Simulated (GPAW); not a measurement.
# InBi (honeycomb monolayer): G0W0 on several meshes in GPAW

How does the mesh move the gap of InBi (honeycomb monolayer)?

Calculated with GPAW 26.7.0; LDA and many-body steps on it, plane waves.

This is a report of a sequence of runs, with most program output left out.

### 1. The starting structure

The cell holds 2 atoms: 1 In and 1 Bi. Its edges and angles: a = 4.657 Å, b = 4.657 Å, c = 11.400 Å, α = 90.0°, β = 90.0°, γ = 120.0°. Vacuum lies along c.

Structure file:

```xyz
2
Lattice="4.6570 0.0000 0.0000 -2.3285 4.0330 0.0000 0.0000 0.0000 11.4000" Properties=species:S:1:pos:R:3
In    0.0000    2.6887    5.2932
Bi    2.3285    1.3443    6.1071
```

The structure was relaxed with LDA. The runs that relaxed it are not among those shown. Spin-orbit coupling is left out unless a step names it.

### 2. Empty states on the mesh, 6×6×1 mesh, 357 bands

This step: GPAW 26.7.0; DFT, LDA, plane waves, PAW.

The sums over transitions need many empty states on a uniform mesh; this step solves for them.

The input, run.py:

```python
import json
import numpy as np
from gpaw.mpi import world
from gpaw import GPAW

calc = GPAW('gs.gpw').fixed_density(kpts={'size': (6, 6, 1), 'gamma': True},
    parallel={'domain': 1, 'band': 1},
    txt='nscf.txt')
calc.diagonalize_full_hamiltonian(nbands=357)
calc.write('full.gpw', mode='all')
res = {}
kpts = calc.get_ibz_k_points()
res['kpts'] = kpts
res['eigenvalues'] = [calc.get_eigenvalues(kpt=k) for k in range(len(kpts))]
res['n_electrons'] = calc.get_number_of_electrons()

if world.rank == 0:
    with open('result.json', 'w') as f:
        json.dump(res, f, default=lambda x: x.tolist())
```

On the command line:

```sh
mpirun -n 4 gpaw python run.py
```

Elapsed: 2.4 min, on 4 MPI ranks of Arm Neoverse V2, shared host; peak memory 6.7 GiB; 9.6 min of CPU time.

This step gave:

```yaml
gap: 0.1866 eV
k_of_the_valence_top: 0, 0, 0
k_of_the_conduction_bottom: 0, 0, 0
least_direct_gap: 0.1866 eV
k_points_computed: 7
lowest_point_of_the_top_converged_band_above_the_valence_top: 77.9794 eV
```

On this mesh the gap is 0.187 eV.

### 3. 6×6×1

Now the one-shot GW correction: screening in the RPA, then the self-energy of the levels asked for.

This step: G0W0 on LDA, plane waves, PAW.

The input, run.py:

```python
import json
import numpy as np
from gpaw.mpi import world
from gpaw.response.g0w0 import G0W0

gw = G0W0('full.gpw',
    filename='gw',
    kpts=[0],
    bands=(12, 16),
    ecut=48,
    nbands=161,
    truncation='2D',
    integrate_gamma='sphere',
    q0_correction=True,
    frequencies={'type': 'nonlinear', 'domega0': 0.15, 'omega2': 15.0},
    eta=0.1,
    nblocksmax=True)
gw.calculate()
res = {mode: {k: v for k, v in r.items() if k != 'sigma_eskwn'}
       for mode, r in gw.all_results.items()}

if world.rank == 0:
    with open('result.json', 'w') as f:
        json.dump(res, f, default=lambda x: x.tolist())
```

On the command line:

```sh
mpirun -n 4 gpaw python run.py
```

It took 51 s on 4 MPI ranks; peak memory 2 GiB; 3.4 min of CPU time.

This step gave:

* G0W0 gap on the points computed: 0.6320 eV
* least direct G0W0 gap on the computed points: 0.6320 eV
* Z at the valence top: 0.6623
* Z at the conduction bottom: 0.6609
* starting gap on the mesh: 0.1866 eV
* k of the valence top: 0, 0, 0
* k of the conduction bottom: 0, 0, 0

The gap on the mesh goes from 0.19 eV to 0.63 eV, a correction of +0.45 eV.

### 4. Empty states on the mesh, 3×3×1 mesh, 171 bands

This step: DFT, LDA, plane waves, PAW.

The input, run.py:

```python
import json
import numpy as np
from gpaw.mpi import world
from gpaw import GPAW

calc = GPAW('gs.gpw').fixed_density(kpts={'size': (3, 3, 1), 'gamma': True},
    nbands=199,
    convergence={'bands': 171},
    txt='nscf.txt')
calc.write('full.gpw', mode='all')
res = {}
kpts = calc.get_ibz_k_points()
res['kpts'] = kpts
res['eigenvalues'] = [calc.get_eigenvalues(kpt=k) for k in range(len(kpts))]
res['n_electrons'] = calc.get_number_of_electrons()

if world.rank == 0:
    with open('result.json', 'w') as f:
        json.dump(res, f, default=lambda x: x.tolist())
```

On the command line:

```sh
mpirun -n 4 gpaw python run.py
```

Wall time 22 s (4 MPI ranks); peak memory 0.78 GiB; 89 s of CPU time.

This step gave:

- gap: 0.1866 eV
- k of the valence top: 0, 0, 0
- k of the conduction bottom: 0, 0, 0
- least direct gap: 0.1866 eV
- k points computed: 3
- lowest point of the top converged band, above the valence top: 46.64 eV

On this mesh the gap is 0.187 eV.

### 5. 3×3×1

This step: G0W0 on LDA, plane waves, PAW.

The input, run.py:

```python
import json
import numpy as np
from gpaw.mpi import world
from gpaw.response.g0w0 import G0W0

gw = G0W0('full.gpw',
    filename='gw',
    kpts=[0],
    bands=(12, 16),
    ecut=48,
    nbands=161,
    truncation='2D',
    integrate_gamma='sphere',
    q0_correction=True,
    frequencies={'type': 'nonlinear', 'domega0': 0.15, 'omega2': 15.0},
    eta=0.1,
    nblocksmax=True)
gw.calculate()
res = {mode: {k: v for k, v in r.items() if k != 'sigma_eskwn'}
       for mode, r in gw.all_results.items()}

if world.rank == 0:
    with open('result.json', 'w') as f:
        json.dump(res, f, default=lambda x: x.tolist())
```

On the command line:

```sh
mpirun -n 4 gpaw python run.py
```

Run time: 14 s. Hardware: 4 MPI ranks; peak memory 1.6 GiB.

Numbers from this step:

```
G0W0 gap on the points computed              : 0.8357 eV
least direct G0W0 gap on the computed points : 0.8357 eV
Z at the valence top                         : 0.7165
Z at the conduction bottom                   : 0.6739
starting gap on the mesh                     : 0.1866 eV
k of the valence top                         : 0, 0, 0
k of the conduction bottom                   : 0, 0, 0
```

Against G0W0 in GPAW (6×6×1 mesh, 161 bands, screening to 48 eV, full frequency, Hilbert transform), the gap moves by +0.204 eV.

### 6. The runs together

Times are wall times on 4 MPI ranks of Arm Neoverse V2, shared host, good to a factor of about two.

```tsv
run	mesh	bands	screening cutoff (eV)	DFT gap (eV)	gap on the mesh (eV)	direct (eV)	time
6×6×1	6×6×1	161	48	0.187	0.632	0.632	51 s
3×3×1	3×3×1	161	48	0.187	0.836	0.836	14 s
```

### 7. Results

* 6×6×1: 0.632 eV
* 3×3×1: 0.836 eV
* known limits: not at the basis limit; model gap, bands may invert with spin-orbit coupling; no spin-orbit coupling

What this shows: 3×3×1: +0.204 eV against 6×6×1. Bands and cutoff are finite, so the gap is not at the basis limit. The miss can reach some tenths of an eV and take either sign; the mesh is an error of its own. These stock PAW sets were not made for GW. In the G0W0 runs levels were corrected at 1 k point alone, so a gap called «on the mesh» is the least over those, and an edge elsewhere would be missed. Where an edge is built on 6p states of lead, bismuth or thallium, scalar-relativistic gaps usually stand too wide, by a few tenths to over one eV. With atoms this heavy and so narrow a gap, spin-orbit coupling can invert the bands. These scalar-relativistic gaps are then model values, not to be set against experiment, and a spin-orbit change taken from DFT can't simply be added.

[Paths, hosts, dates, memory and timing lines, banners, echoed tables and standing remarks are left out of the program output.]

[Logs are printed without paths, hosts, clocks, repeated set-up lines and the standing remarks that a program may print on its own settings, such as how far it seeks lower states.]

[Runs of the session that timed out or met a known fault of the program may be left out.]

[Hosts, paths, dates, database ids (printed as entryN), source tags and the programs' standing remarks are cut or masked in the printed files.]
